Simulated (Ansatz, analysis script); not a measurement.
## CuF2: which texture of moments is lowest

Aim: rank collinear and non-collinear patterns of moments in one cell of CuF2.

Main program and level: Ansatz 0.2.0; PBEsol with U = 6 eV on Cu d (ortho-atomic projectors), PAW set soft_1 (files made for PBE).

## 1. The structure

The structure is monoclinic, space group P2_1/c (No. 14). The conventional cell has a = 3.320 Å, b = 4.540 Å, c = 5.343 Å, α = 90.00°, β = 121.44°, γ = 90.00°. Nearest to Cu lie 6 F at 1.91 to 2.31 Å. F has 3 Cu at 1.91 to 2.31 Å nearest. Farther neighbours and most contacts between anions are not listed.

The cell of this run holds 12 atoms, 4 of them with a starting moment; values «a cell» refer to the cell of the run in question.

## 2. Starting state

The work starts on two spin channels, which tell the size of the moments.

File input.yaml:

```yaml
crystal:
  lattice:
    - [2.7868682953, 0.0, -4.5589330534]
    - [-3.32, -4.54, 0.0]
    - [-3.32, 4.54, 0.0]
  atoms:
    - { symbol: Cu, position: [0.0, 0.5, 0.5], spin: 1.0 }
    - { symbol: Cu, position: [0.0, 0.0, 0.0], spin: 1.0 }
    - { symbol: Cu, position: [0.5, 0.25, 0.75], spin: 1.0 }
    - { symbol: Cu, position: [0.5, 0.75, 0.25], spin: 1.0 }
    - { symbol: F, position: [0.7, 0.222, 0.522] }
    - { symbol: F, position: [0.7, 0.722, 0.022] }
    - { symbol: F, position: [0.8, 0.728, 0.528] }
    - { symbol: F, position: [0.8, 0.228, 0.028] }
    - { symbol: F, position: [0.3, 0.778, 0.478] }
    - { symbol: F, position: [0.3, 0.278, 0.978] }
    - { symbol: F, position: [0.2, 0.272, 0.472] }
    - { symbol: F, position: [0.2, 0.772, 0.972] }
magnetization:
  spin_polarized: true
kpoints:
  mp_grid: { grid: [6, 6, 6] }
hamiltonian:
  xc: pbesol
  hubbard:
    projectors: ortho-atomic
    sites: [{ species: Cu, l: d, u_eff: 6.0 }]
  pseudopotentials: { kind: paw, azcp: { folder: soft_1 }, xc_functional: pbe }
scf:
  occupations: { method: fermi_dirac, width: 0.05 }
  max_iter: 120
  convergence: { dr2_threshold: 1.0e-08 }
output:
  write_density: true
  write_potential: true
  elf: true
  volumetric_format: npy
```

The run is started by

```sh
ansatz run input.yaml --threads 2 --pin off --max-ram 5632MiB --backend cpu --events-out ev --progress --plain --runs-dir out
```

Numbers of over 12 decimals in the logs are rounded to 6 here.

The log of the run:

```text
Engine: ansatz 0.2.0, aarch64-unknown-linux-gnu
Pseudopotentials: kind: paw
Pseudopotential: Cu, paw, valence charge 19, recommended cutoff 420 eV (normal), soft_1/Cu.paw.azcp
Pseudopotential: F, paw, valence charge 7, recommended cutoff 420 eV (normal), soft_1/F.paw.azcp
Functional definition: PBEsol
  exchange = pbesol_x
  correlation = pbesol_c
Crystal: 12 atoms, lattice volume = 137.432 Å³
Basis set: ecut = 420 eV, 2681 PW (Γ)
Bands: 82, of which v1, the nominal top of the filled ones, is band 66 counted from 1 (65 counted from 0)
Symmetry: 8 space group operations
Space group: P21/c (ITA 14), of the structure as read, at distance tolerance 5.2e-5 Å
Magnetic group: BNS 14.75 (UNI 82), of the structure as read, at distance tolerance 5.2e-5 Å
k-points: 68 of 216
Non-local potential: Cu, projectors of the file, l = 0: 3, l = 1: 2, l = 2: 3, l = 3: 1
Non-local potential: F, projectors of the file, l = 0: 2, l = 1: 2, l = 2: 1
PAW form: soft (Blöchl's): semilocal exchange-correlation on the pseudo side does not see the compensation charge
PAW frozen core: Cu, regenerated for the run's functional, and the local potential with it (the file was generated under x = pbe(κ = 0.804, μ = 0.219515), c = pbe(β = 0.066725))
PAW frozen core: F, regenerated for the run's functional, and the local potential with it (the file was generated under x = pbe(κ = 0.804, μ = 0.219515), c = pbe(β = 0.066725))
PAW one-centre angular grid: Cu, 590 points (default); XC on 64 Gauss nodes
PAW one-centre angular grid: F, 110 points (default); XC on 64 Gauss nodes
Initial density: superposition of atomic densities (chi_scale 0.1, normalization cell, long waves kept (reshape's long-wave potential 0.01 eV rms))
Starting moments: Σ|m| = 4 μB on 4 of 12 sites
Initial wavefunctions: pseudopotential atomic-orbital guess
Functional: x = pbesol(κ = 0.804, μ = 0.123457), c = pbesol(β = 0.046)
SCF iter   1: F=—  HF=-32766.841733 eV  |F-HF|=—  |Δ(HF+E_count)|=         —  Δρ=2.25e-1 (↑9.02e-2 ↓2.25e-1)  dr2=8.83e1  dr2_m=9.24e0  M=0.682 μB ∫|m|=0.719 μB  β_m=0.30  ethr=3.10e-3  ⟨swp⟩=5.2  Hψ=38546  notcnv=0  defer=68
preconditioner: auto → Kerker (q_TF=auto, 2.710 Å⁻¹)  [metal: Δε(μ)=0.001 eV  Ē_g=17.255 eV  σ=0.050 eV  W_gap=0.00  n_scr=46 (ndim 8)  ℏωp=31.7 eV  f_vac=0.124  D(μ)=15.76/eV (n_scr^D=212)]
spin=Collinear: Kerker preconditioning applied to the charge; magnetization (m = ρ↑ − ρ↓) channel mixes plain (no charge-response kernel on spin).
SCF iter   2: F=—  HF=-32748.377486 eV  |F-HF|=—  |Δ(HF+E_count)|=    1.85e1  Δρ=9.11e-2 (↑3.69e-2 ↓9.11e-2)  dr2=1.13e1  dr2_m=3.10e0  M=1.170 μB ∫|m|=1.206 μB  β_m=0.30  ethr=3.10e-3  ⟨swp⟩=3.1  Hψ=24113  notcnv=0  defer=938
SCF iter   3: F=—  HF=-32746.102509 eV  |F-HF|=—  |Δ(HF+E_count)|=    2.27e0  Δρ=3.48e-2 (↑3.48e-2 ↓3.23e-2)  dr2=1.18e0  dr2_m=7.52e-1  M=1.724 μB ∫|m|=1.755 μB  β_m=0.30  ethr=3.10e-3  ⟨swp⟩=2.0  Hψ=17513  notcnv=0  defer=932
SCF iter   4: F=—  HF=-32747.228557 eV  |F-HF|=—  |Δ(HF+E_count)|=    1.13e0  Δρ=1.58e-2 (↑1.58e-2 ↓1.49e-2)  dr2=2.20e-1  dr2_m=1.76e-1  M=2.335 μB ∫|m|=2.365 μB  β_m=1.00  ethr=8.92e-4  ⟨swp⟩=2.3  Hψ=23208  notcnv=0  defer=934
SCF iter   5: F=—  HF=-32748.319704 eV  |F-HF|=—  |Δ(HF+E_count)|=    1.09e0  Δρ=3.85e-2 (↑1.15e-2 ↓3.85e-2)  dr2=1.11e0  dr2_m=5.51e-1  M=3.271 μB ∫|m|=3.343 μB  β_m=1.00  ethr=1.67e-4  ⟨swp⟩=3.2  Hψ=20918  notcnv=0  defer=934
SCF iter   6: F=—  HF=-32748.727936 eV  |F-HF|=—  |Δ(HF+E_count)|=   4.08e-1  Δρ=2.83e-2 (↑9.10e-3 ↓2.83e-2)  dr2=7.69e-1  dr2_m=2.10e-1  M=3.881 μB ∫|m|=3.985 μB  β_m=1.00  ethr=1.67e-4  ⟨swp⟩=2.2  Hψ=19473  notcnv=0  defer=932
SCF iter   7: F=—  HF=-32749.192689 eV  |F-HF|=—  |Δ(HF+E_count)|=   4.65e-1  Δρ=7.96e-3 (↑4.67e-3 ↓7.96e-3)  dr2=7.54e-2  dr2_m=6.98e-3  M=3.992 μB ∫|m|=4.118 μB  β_m=1.00  ethr=1.67e-4  ⟨swp⟩=2.1  Hψ=18814  notcnv=0  defer=932
SCF iter   8: F=—  HF=-32749.676616 eV  |F-HF|=—  |Δ(HF+E_count)|=   4.84e-1  Δρ=9.94e-3 (↑2.40e-3 ↓9.94e-3)  dr2=1.39e-1  dr2_m=1.91e-2  M=4.000 μB ∫|m|=4.153 μB  β_m=1.00  ethr=5.71e-5  ⟨swp⟩=3.0  Hψ=23089  notcnv=0  defer=989
SCF iter   9: F=—  HF=-32749.962461 eV  |F-HF|=—  |Δ(HF+E_count)|=   2.86e-1  Δρ=3.45e-3 (↑1.36e-3 ↓3.45e-3)  dr2=1.94e-2  dr2_m=1.99e-3  M=4.000 μB ∫|m|=4.161 μB  β_m=1.00  ethr=5.71e-5  ⟨swp⟩=2.0  Hψ=17027  notcnv=0  defer=989
SCF iter  10: F=—  HF=-32750.170444 eV  |F-HF|=—  |Δ(HF+E_count)|=   2.08e-1  Δρ=1.39e-3 (↑1.39e-3 ↓4.91e-4)  dr2=1.04e-3  dr2_m=1.02e-3  M=4.000 μB ∫|m|=4.167 μB  β_m=0.30  ethr=1.47e-5  ⟨swp⟩=2.0  Hψ=18235  notcnv=0  defer=1025
[...]
spin-set hold released at iteration 10 (site moments contracting): the magnetisation degrees of freedom join the quasi-Newton model from the next iteration; the mixer history was flushed
[...]
SCF iter  18: F=—  HF=-32750.531239 eV  |F-HF|=—  |Δ(HF+E_count)|=   1.99e-5  Δρ=3.53e-5 (↑1.31e-5 ↓3.53e-5)  dr2=1.06e-6  dr2_m=3.00e-7  M=4.000 μB ∫|m|=4.177 μB  β_m=0.99  ethr=6.69e-9  ⟨swp⟩=2.0  Hψ=18818  notcnv=0  defer=1078
SCF iter  19: F=—  HF=-32750.531242 eV  |F-HF|=—  |Δ(HF+E_count)|=   3.09e-6  Δρ=1.87e-5 (↑5.67e-6 ↓1.87e-5)  dr2=5.43e-7  dr2_m=8.75e-8  M=4.000 μB ∫|m|=4.177 μB  β_m=0.99  ethr=8.05e-10  ⟨swp⟩=2.0  Hψ=17234  notcnv=0  defer=1078
SCF iter  20: F=—  HF=-32750.531243 eV  |F-HF|=—  |Δ(HF+E_count)|=   8.91e-7  Δρ=6.28e-6 (↑2.90e-6 ↓6.28e-6)  dr2=7.63e-8  dr2_m=8.93e-9  M=4.000 μB ∫|m|=4.177 μB  β_m=1.00  ethr=4.12e-10  ⟨swp⟩=2.0  Hψ=18866  notcnv=0  defer=1078
SCF iter  21: F=—  HF=-32750.531243 eV  |F-HF|=—  |Δ(HF+E_count)|=   2.13e-7  Δρ=5.34e-6 (↑1.77e-6 ↓5.34e-6)  dr2=3.48e-8  dr2_m=5.69e-9  M=4.000 μB ∫|m|=4.177 μB  β_m=1.00  ethr=5.78e-11  ⟨swp⟩=2.0  Hψ=17322  notcnv=0  defer=1078
iter 22 met the thresholds in force, and the SCF goes on: an eigenvalue changes by 0.32 meV, over its tolerance of 0.16 meV (output.eigenvalues, Limitations)
SCF iter  22: F=-32750.531243 eV  HF=-32750.531243 eV  |F-HF|=7.16e-9  |Δ(HF+E_count)|=   4.97e-8  Δρ=2.39e-6 (↑8.83e-7 ↓2.39e-6)  dr2=7.90e-9  dr2_m=9.79e-10  M=4.000 μB ∫|m|=4.177 μB  β_m=1.00  ethr=7.58e-12  ⟨swp⟩=7.0  Hψ=43958  notcnv=0
SCF iter  23: F=-32750.531243 eV  HF=-32750.531243 eV  |F-HF|=4.40e-10  |Δ(HF+E_count)|=   3.93e-9  Δρ=7.40e-7 (↑3.48e-7 ↓7.40e-7)  dr2=7.25e-10  dr2_m=1.11e-10  M=4.000 μB ∫|m|=4.177 μB  ethr=5.98e-12  ⟨swp⟩=1.0  Hψ=30552  notcnv=0
SCF 1 converged in 23 iterations: F = -32750.531243 eV  dr2 = 7.25e-10
  greatest PAW one-centre occupation: 1.000 electrons in one spin orbital (limit 2), on the Cu atom at site 3 (counted from 0), in its partial waves of l = 0
Symmetry: 2 space group operations
k-points: 112 of 216
Initial density: read from a saved state, or passed on in memory by an earlier SCF of this step, an earlier step, the calling program or the single point that the run made first
Starting moments: Σ|m| = 4 μB on 4 of 12 sites; this step starts from the density that it was given
Initial wavefunctions: those read from a saved state, or passed on in memory by an earlier step or the calling program
iter 1 solved again at ethr=1.00e-12 eV; its pass at ethr=7.58e-7 eV (dr2=7.23e-10 eV) is discarded
SCF iter   1: F=—  HF=-32750.531243 eV  |F-HF|=—  |Δ(HF+E_count)|=         —  Δρ=7.39e-7 (↑3.48e-7 ↓7.39e-7)  dr2=7.23e-10  dr2_m=1.11e-10  M=4.000 μB ∫|m|=4.177 μB  ethr=1.00e-12  ⟨swp⟩=1.0  Hψ=70909  notcnv=0
preconditioner: auto → Resta (q_TF=auto, 2.710 Å⁻¹)  ε∞=4.6  [insulator: Δε(μ)=1.942 eV  Ē_g=16.624 eV  σ=0.050 eV  W_gap=1.00  n_scr=46 (ndim 8)  ℏωp=31.7 eV  f_vac=0.171  D(μ)=0.00/eV (n_scr^D=0)  ε∞_Penn≈4.6]
spin=Collinear: Resta preconditioning applied to the charge; magnetization (m = ρ↑ − ρ↓) channel mixes plain (no charge-response kernel on spin).
SCF iter   2: F=-32750.531243 eV  HF=-32750.531243 eV  |F-HF|=4.34e-9  |Δ(HF+E_count)|=   2.54e-9  Δρ=1.39e-6 (↑7.82e-7 ↓1.39e-6)  dr2=3.67e-9  dr2_m=1.68e-10  M=4.000 μB ∫|m|=4.177 μB  ethr=1.00e-12  ⟨swp⟩=1.0  Hψ=64389  notcnv=0
SCF 2 converged in 2 iterations: F = -32750.531243 eV  dr2 = 3.67e-9
SCF converged after 23 iterations
an eigenvalue changed by more than its tolerance at an iteration that met the thresholds in force, so the SCF went on 1 time: the last check found none over its tolerance
Magnetization: 4.0000 μB (68.0000 up, 64.0000 down)
Absolute magnetization: 4.1074 μB (∫|ρ↑−ρ↓|, with the PAW one-centre terms)
Spin contamination: 0.0019 ħ² per cell (⟨S²⟩ above its minimum at these occupations)
Per-site moments (μB) at R_I (Å): [(0.784955, 0.786599), (0.784955, 0.786599), (0.784955, 0.786599), (0.784955, 0.786599), (0.094563, 0.786599), (0.094563, 0.786599), (0.094563, 0.786599), (0.094563, 0.786599), (0.094563, 0.786599), (0.094563, 0.786599), (0.094563, 0.786599), (0.094563, 0.786599)]
Free energy (F): -32750.531243 eV
Harris-Foulkes:  -32750.531243 eV  (|F-HF|=4.40e-10)
Internal energy: -32750.531243 eV  (E = F + TS)
E sigma→0 (E₀):  -32750.531243 eV
Fermi energy:    5.624712 eV
--- Per-component energies (eV) ---
  E_band       = -2532.085694
  E_kinetic    = 2585.871395
  E_local      = -27057.268255  (includes V_loc(G=0)·N_el)
  E_nonlocal   = 4253.055851
  E_hartree    = 11193.205761
  E_xc         = -869.643912
  E_vxc        = -1123.563192  (∫ρ·V_xc dr)
  E_hubbard    = 2.743140  (on-site DFT+U / exact-exchange correction)
  E_vhub       = -104.938601  (the Hubbard potential's part of the band-sum identity)
  E_paw        = -8665.982242  (= ΣΔE_a)
  E_vpaw       = -3471.663545  (= ΣTr[D̂ρ^β])
  E_aug_tail   = 0.009768  (compensation charges beyond the density's cutoff)
  E_ewald      = -14193.687101
  E_core_change = 1.164352  (= ΣΔE_core)
  E_smearing   = -0.000000  (= −TS)
  E_closure    = 0.000000  (closes the sum)
  Σ components = -32750.531243   (vs F -32750.531243, Δ=0.00e0)
--- Band table (eV; the first three rows and the last of 136) ---
  k-point 0 ↑: bands = [... 62 lower, 3.5779, 3.6918, 3.6918, 3.9479, 4.0289, 4.5503, 9.0551, 13.9891, ... 12 higher]
  k-point 1 ↑: bands = [... 62 lower, 3.5338, 3.6414, 3.8078, 3.9388, 3.9605, 4.5367, 9.4049, 13.6217, ... 12 higher]
  k-point 2 ↑: bands = [... 62 lower, 3.4391, 3.5001, 3.5320, 3.7756, 4.2610, 4.5023, 10.3031, 12.6736, ... 12 higher]
  k-point 67 ↓: bands = [... 62 lower, 3.9752, 3.9752, 7.0261, 7.0261, 7.0505, 7.0505, 13.1295, 13.1295, ... 12 higher]
Occupation matrices written to <dir>
```

Elapsed: 2.3 min, on 2 threads of Arm Neoverse V2, shared host; peak memory 1.9 GiB; 4.5 min of CPU time.

Spin moment in the atom's sphere by atom:

```tsv
atom	spin moment in the atom's sphere (μB)
Cu1	0.785
Cu2	0.785
Cu3	0.785
Cu4	0.785
F5	0.095
F6	0.095
F7	0.095
F8	0.095
F9	0.095
F10	0.095
F11	0.095
F12	0.095
```

Tables count atoms from 1; parts of the log count from 0.

The run ends ferromagnetic, with a net moment of 4 μB a cell. Only this order was typed.

Spin density in the ac plane at fractional y = 0.250, with atoms of Cu and F within 0.2 Å of it.

Values in e/Å³, 15 rows by 15 columns, each cell a mean:
```
0.0 0.0 0.0 0.1 0.2 0.1 0.0 0.0 0.0 0.0 0.0 0.1 0.1 0.0 0.0
0.0 0.0 0.0 0.0 0.1 0.0 0.0 0.1 0.1 0.2 0.0 0.0 0.0 0.0 0.0
0.0 0.0 0.0 0.0 0.0 0.0 0.4 1.1 1.2 0.4 0.0 0.0 0.0 0.0 0.0
0.0 0.0 0.0 0.0 0.0 0.0 0.8 2.7 2.0 0.2 0.0 0.0 0.0 0.0 0.0
0.0 0.0 0.0 0.0 0.0 0.1 0.8 1.3 0.9 0.2 0.0 0.0 0.0 0.0 0.0
0.0 0.0 0.0 0.0 0.0 0.1 0.2 0.1 0.1 0.0 0.1 0.1 0.0 0.0 0.0
0.0 0.0 0.0 0.1 0.1 0.0 0.0 0.0 0.0 0.0 0.2 0.2 0.1 0.0 0.0
0.0 0.0 0.1 0.2 0.1 0.0 0.0 0.0 0.0 0.0 0.1 0.2 0.0 0.0 0.0
0.0 0.1 0.1 0.1 0.0 0.0 0.0 0.0 0.0 0.0 0.0 0.0 0.0 0.0 0.0
0.0 0.0 0.0 0.0 0.0 0.0 0.0 0.0 0.0 0.0 0.0 0.0 0.0 0.0 0.0
0.0 0.0 0.0 0.0 0.0 0.0 0.0 0.0 0.0 0.0 0.0 0.0 0.0 0.0 0.0
0.0 0.0 0.0 0.0 0.0 0.0 0.0 0.0 0.0 0.0 0.0 0.0 0.0 0.0 0.0
0.0 0.0 0.0 0.0 0.0 0.0 0.0 0.0 0.0 0.0 0.0 0.0 0.0 0.0 0.0
0.0 0.0 0.0 0.0 0.0 0.0 0.0 0.0 0.0 0.0 0.0 0.0 0.1 0.1 0.0
0.0 0.0 0.0 0.1 0.2 0.1 0.0 0.0 0.0 0.0 0.0 0.2 0.2 0.1 0.0
```
Columns run along a (5.3 Å), rows up along c (5.6 Å). Atoms in or near the plane, at fractional coordinates: Cu at (0.50, 0.75), F at (0.70, 0.52), F at (0.80, 0.03), F at (0.30, 0.98), F at (0.20, 0.47).

Valence density in the ac plane at fractional y = 0.250, with atoms of Cu and F within 0.2 Å of it. It is the smooth field of the valence electrons, not physical close to the nuclei.

Ten steps, logarithmic in the rise over the least value, from '0' (0 e/Å³) to '9' (51 e/Å³), each cell a mean:
```
002565210124420
002443123211100
001111477410000
000002799410000
000002686211100
001111332244310
013431101366410
136641001465200
135530001232100
123210000000000
001000000000000
000000000000010
000000000002331
000123100014652
001355300035652
```
Columns run along a (5.3 Å), rows up along c (5.6 Å). Atoms in or near the plane, at fractional coordinates: Cu at (0.50, 0.75), F at (0.70, 0.52), F at (0.80, 0.03), F at (0.30, 0.98), F at (0.20, 0.47).

ELF in the ac plane at fractional y = 0.250, with atoms of Cu and F within 0.2 Å of it. It is the smooth field of the valence electrons, not physical close to the nuclei.

Ten even steps from '_' (0.01) to '@' (0.80), each cell a mean:
```
__::%%@@##@@##::..::##@@@@@@==
__==@@@@@@%%::......--****==__
__--**##**::..----......______
____........--%%**::........__
______......::==::..==####++..
__::++**++........++@@@@@@##..
..##@@@@@@++....==@@%%%%@@**__
==@@%%##@@**....##@@%%@@%%::__
++@@%%@@@@++__..**@@@@##--____
==%%@@@@**..____--++==::______
..--==--..____________________
______________________::====::
::____..--++++::____==%%@@@@##
::__..++%%@@%%==__..%%@@%%@@%%
....++@@%%@@@@==__--@@%%##@@%%
```
Columns run along a (5.3 Å), rows up along c (5.6 Å). Atoms in or near the plane, at fractional coordinates: Cu at (0.50, 0.75), F at (0.70, 0.52), F at (0.80, 0.03), F at (0.30, 0.98), F at (0.20, 0.47).

The runs on spinors take the mesh 5×5×5.

Signs and angles in the names of the patterns follow the order of the magnetic atoms in the input, which need not be their order in space.

In the spinor runs that follow the search for lower states is off.

(Continued in part 2 of 2.)

[Logs and program files are shortened in this print: banners, set-up blocks, solver, clock and traceback lines can be left out without a mark of their own.]

[Logs are printed without paths, hosts, clocks, repeated set-up lines and the standing remarks that a program may print on its own settings, such as how far it seeks lower states.]

[Hosts, paths, dates, database ids (printed as entryN), source tags and the programs' standing remarks are cut or masked in the printed files.]
